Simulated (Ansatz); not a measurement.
# Tc of Ir (Fm-3m) from its phonons

What Tc do the phonons of Ir (Fm-3m) give, and how does it depend on μ*? The cell shown first is a relaxed one, from steps not shown here.

Program: Ansatz 0.2.0. Level of theory: DFT PBE, scalar-relativistic, plane waves, PAW, in the first sound run; inputs show where later runs differ. Results are calculated unless marked as measured.

**Measured values to reproduce.**

For Ir (bulk crystal), “List of superconductors” (2026, Wikipedia's table of superconducting elements, as read in December) quotes earlier work: superconducting transition temperature (bulk, normal pressure) 0.14 K.

This is a report of a sequence of runs, with most program output left out.

## (1) The cell after earlier relaxation steps

The structure is cubic, space group Fm-3m (No. 225). Conventional cell: a = 3.871 Å, b = 3.871 Å, c = 3.871 Å, α = 90.00°, β = 90.00°, γ = 90.00°. Nearest to Ir lie 12 Ir at 2.74 Å.

## (2) Coupling and resistivity: finite displacements

The run that gives the couplings also evaluates McMillan's and Allen and Dynes's formulas and, where asked, the Eliashberg equations, over a range of μ*.

input.yaml

```yaml
crystal:
  lattice:
    - [0.0, 1.9357158692, 1.9357158692]
    - [1.9357158692, 0.0, 1.9357158692]
    - [1.9357158692, 1.9357158692, 0.0]
  atoms:
    - { symbol: Ir, position: [0.0, 0.0, 0.0] }
kpoints:
  mp_grid: { grid: [9, 9, 9] }
hamiltonian:
  xc: pbe
scf:
  occupations: { method: methfessel_paxton, width: 0.2 }
output:
  eigenvalues: true
phonons:
  method: fd
  supercell: [3, 3, 3]
  temperatures: { t_max: 1000, t_step: 50 }
  qpath:
    path:
      - [[0.0, 0.0, 0.0], [0.5, 0.0, 0.5], [0.625, 0.25, 0.625]]
      - [[0.375, 0.375, 0.75], [0.0, 0.0, 0.0], [0.5, 0.5, 0.5], [0.5, 0.25, 0.75], [0.5, 0.0, 0.5]]
    npoints: 10
  electrical_resistivity:
    mesh: [16, 16, 16]
    temperatures: [20.0, 50.0, 80.0, 100.0, 150.0, 200.0, 273.0, 300.0, 400.0, 500.0, 600.0, 800.0]
  superconductivity: { mesh: [16, 16, 16], eliashberg_equations: false }
```

Command:

```console
> ansatz run input.yaml --threads 4 --pin off --max-ram 10240MiB --backend cpu --events-out ev --progress --plain --runs-dir out
```

It took 43 s on 4 threads of Intel Xeon 6975P-C (Granite Rapids), shared host; peak memory 3.1 GiB; 2.7 min of CPU time.

This step gave:

| Item | Value |
| --- | --- |
| volume per atom | 14.51 Å³ |
| metallic on mesh | yes |
| gap on the k-mesh | 0 eV |
| zero point energy | 0.02550 eV/cell |
| share of imaginary modes in the plain interpolation between solved wavevectors | 0 |
| highest frequency, solved or plainly interpolated | 207.7 cm⁻¹ |
| Debye temperature (second moment) | 262 K |
| resistivity at 300 K | 4.996 μΩ cm |
| coupling constant λ | 0.4178 |
| density of states at the Fermi level | 0.4797 states/eV a spin and cell |
| log mean phonon energy ħω_log | 17.46 meV |
| transport coupling constant λ_tr | 0.4707, 0.4707, 0.4707 (xx, yy, zz) |
| Drude plasma energy | 10.29, 10.29, 10.29 eV (xx, yy, zz) |
| resistivity times mean free path | 3.762, 3.762, 3.762 × 10⁻¹⁶ Ω m² (xx, yy, zz) |
| second-moment phonon energy ħω₂ | 17.87 meV |
| coupling λ by branch | 0.15, 0.139, 0.129 (branches by rank of frequency) |

Transition temperatures:

```
  μ*  McMillan Tc (K)  Allen–Dynes Tc (K)
0.08             1.61                1.64
 0.1             1.08                 1.1
0.12            0.671                0.68
0.13             0.51               0.517
0.14            0.377               0.382
0.16            0.185               0.187
 0.2           0.0235              0.0237
```

## (3) Electron–phonon run: r2SCAN at its own relaxed cell

The functional sets the lattice constant, the bands and the force constants.

This step: DFT r2SCAN, scalar-relativistic, plane waves, PAW (Ansatz 0.2.0).

input.yaml, as its differences from that of step 2:

```diff
@@ -2,5 +2,5 @@
   lattice:
-    - [0.0, 1.9357158692, 1.9357158692]
-    - [1.9357158692, 0.0, 1.9357158692]
-    - [1.9357158692, 1.9357158692, 0.0]
+    - [0.0, 1.9224562198, 1.9224562198]
+    - [1.9224562198, 0.0, 1.9224562198]
+    - [1.9224562198, 1.9224562198, 0.0]
   atoms:
@@ -10,3 +10,3 @@
 hamiltonian:
-  xc: pbe
+  xc: r2scan
 scf:
@@ -16,4 +16,4 @@
 phonons:
-  method: fd
-  supercell: [3, 3, 3]
+  method: dfpt
+  qmesh: [3, 3, 3]
   temperatures: { t_max: 1000, t_step: 50 }
```

It took 67 s on 4 threads; peak memory 2.5 GiB.

This step gave:

| Item | Value |
| --- | --- |
| volume per atom | 14.21 Å³ |
| zero point energy | 0.02619 eV/cell |
| highest frequency, solved or plainly interpolated | 214 cm⁻¹ |
| Debye temperature (second moment) | 269 K |
| resistivity at 300 K | 4.87 μΩ cm |
| coupling constant λ | 0.4339 |
| density of states at the Fermi level | 0.442 states/eV a spin and cell |
| log mean phonon energy ħω_log | 18.02 meV |
| transport coupling constant λ_tr | 0.4929, 0.4929, 0.4929 (xx, yy, zz) |
| Drude plasma energy | 10.66, 10.66, 10.66 eV (xx, yy, zz) |
| resistivity times mean free path | 3.747, 3.747, 3.747 × 10⁻¹⁶ Ω m² (xx, yy, zz) |
| second-moment phonon energy ħω₂ | 18.43 meV |
| coupling λ by branch | 0.159, 0.144, 0.131 (branches by rank of frequency) |

Transition temperatures:

```
  μ*  McMillan Tc (K)  Allen–Dynes Tc (K)
0.08             1.96                1.99
 0.1             1.35                1.37
0.12            0.873               0.886
0.13             0.68                0.69
0.14            0.517               0.524
0.16            0.273               0.276
 0.2           0.0441              0.0446
```

## (4) Resistivity: spin–orbit coupling

Spin–orbit coupling splits bands near the Fermi level of heavy elements; the run uses the base functional.

This step: DFT PBE, spin-orbit coupling, plane waves, PAW (Ansatz 0.2.0).

input.yaml, the sections that differ from step 3:

```yaml
crystal:
  lattice:
    - [0.0, 1.9357158692, 1.9357158692]
    - [1.9357158692, 0.0, 1.9357158692]
    - [1.9357158692, 1.9357158692, 0.0]
  atoms:
    - { symbol: Ir, position: [0.0, 0.0, 0.0] }
hamiltonian:
  xc: pbe
  pseudopotentials: { kind: paw_fr }
magnetization:
  noncollinear: true
  spin_orbit: true
# kpoints, scf, output, phonons: as in step 3
```

The job ended after 94 s (4 threads; peak memory 4.5 GiB; 6 min of CPU time).

This step gave:

```
volume per atom                                   : 14.51 Å³
zero point energy                                 : 0.02601 eV/cell
highest frequency, solved or plainly interpolated : 208.2 cm⁻¹
Debye temperature (second moment)                 : 267 K
resistivity at 300 K                              : 5.812 μΩ cm
coupling constant λ                               : 0.4282
density of states at the Fermi level              : 0.4873 states/eV a spin and cell
log mean phonon energy ħω_log                     : 17.31 meV
transport coupling constant λ_tr                  : 0.4843, 0.4843, 0.4843 (xx, yy, zz)
Drude plasma energy                               : 9.714, 9.714, 9.714 eV (xx, yy, zz)
resistivity times mean free path                  : 3.919, 3.919, 3.919 × 10⁻¹⁶ Ω m² (xx, yy, zz)
second-moment phonon energy ħω₂                   : 17.78 meV
coupling λ by branch                              : 0.153, 0.145, 0.13 (branches by rank of frequency)
```

Transition temperatures:

```
  μ*  McMillan Tc (K)  Allen–Dynes Tc (K)
0.08             1.78                1.81
 0.1             1.22                1.24
0.12            0.775               0.786
0.13            0.599               0.607
0.14            0.451               0.456
0.16            0.232               0.235
 0.2           0.0346               0.035
```

Eliashberg function α²F against phonon energy; read off at these points:

```
phonon energy (meV)      α²F   α²F tr
                2.0        0        0
                3.0   1.0e-4        0
                4.0   2.0e-4   8.2e-5
                5.0   5.0e-4   1.0e-4
                6.0   8.0e-4   3.0e-4
                7.0  0.00136   5.6e-4
                8.0  0.00213  0.00101
                9.0  0.00342  0.00195
               10.0  0.00707  0.00546
               11.0   0.0186   0.0201
               12.0   0.0422   0.0440
               13.0   0.0958   0.0974
               14.0    0.149    0.157
               15.0    0.324    0.377
               16.0    0.534    0.612
               17.0    0.453    0.531
               18.0    0.773    0.931
               18.2    0.848     1.01
               19.0   0.0806   0.0973
               20.0    0.416    0.489
               21.0    0.453    0.492
               21.6    0.661    0.705
               22.0    0.343    0.369
```

The coupling constant from the curve is λ = 0.43; modes below 17.7 meV give half. The most distinct maxima of the Eliashberg function α²F (α²F) lie at 18.19 and 21.59 meV, the highest at 18.2 meV.

## (5) Results

| Item | Value |
| --- | --- |
| meshes | q 3×3×3, k 9×9×9, scattering 16×16×16 |
| coupling constant λ | 0.428 |
| log mean phonon energy ħω_log | 17.3 meV |
| Allen–Dynes Tc at μ* = 0.1 | 1.24 K |
| Allen–Dynes Tc at μ* = 0.13 | 0.607 K |

What this shows: In the last run (PBE, spin–orbit coupling, q 3×3×3, k 9×9×9, scattering 16×16×16), with λ = 0.43 and ħω_log = 17.3 meV, Tc at μ* = 0.13 is 0.60 K by McMillan's formula and 0.61 K by Allen and Dynes's. Allen and Dynes's formula meets the measured 0.14 K at μ* near 0.17. Raising μ* from 0.10 to 0.16 lowers the Allen–Dynes value from 1.2 to 0.23 K. By the run's own test λ is not converged in the fine mesh: it moves by 8 % between the two finest. The run's transport test calls it not converged in the mesh. λ of these runs moves by 4 to 8 % between their two finest meshes, and Tc by more, so small gaps between the runs or to the measured value rank nothing. These meshes are coarse. Over the runs, λ takes the values 0.418, 0.434 and 0.428, in the order shown. μ* is a typed number, phonons are harmonic, and spin fluctuations are left out; at μ* = 0.13 McMillan's formula turns 1 % in λ into about 6.7 % in Tc.

Comparison with the measured values:

| quantity | measured | Allen–Dynes, PBE, q 3×3×3, fine 16×16×16, displacements | Allen–Dynes, r2SCAN, q 3×3×3, fine 16×16×16 | Allen–Dynes, PBE SOC, q 3×3×3, fine 16×16×16 |
| --- | --- | --- | --- | --- |
| superconducting transition temperature (μ* = 0.13) (kelvin) | 0.14 | 0.52 (+269.3 %) | 0.69 (+392.9 %) | 0.61 (+333.6 %) |

Measured values from Wikipedia's table of superconducting elements, as read in December (2026).

Verdict: For the superconducting transition temperature, of the levels listed nearest comes Allen–Dynes, PBE, q 3×3×3, fine 16×16×16, displacements (+269.3 %, a clear miss) and farthest Allen–Dynes, r2SCAN, q 3×3×3, fine 16×16×16 (+392.9 %, a clear miss). Limits of convergence are named above.

[Logs are printed without paths, hosts, clocks, repeated set-up lines and the standing remarks that a program may print on its own settings, such as how far it seeks lower states.]

[Hosts, paths, dates, database ids (printed as entryN), source tags and the programs' standing remarks are cut or masked in the printed files.]
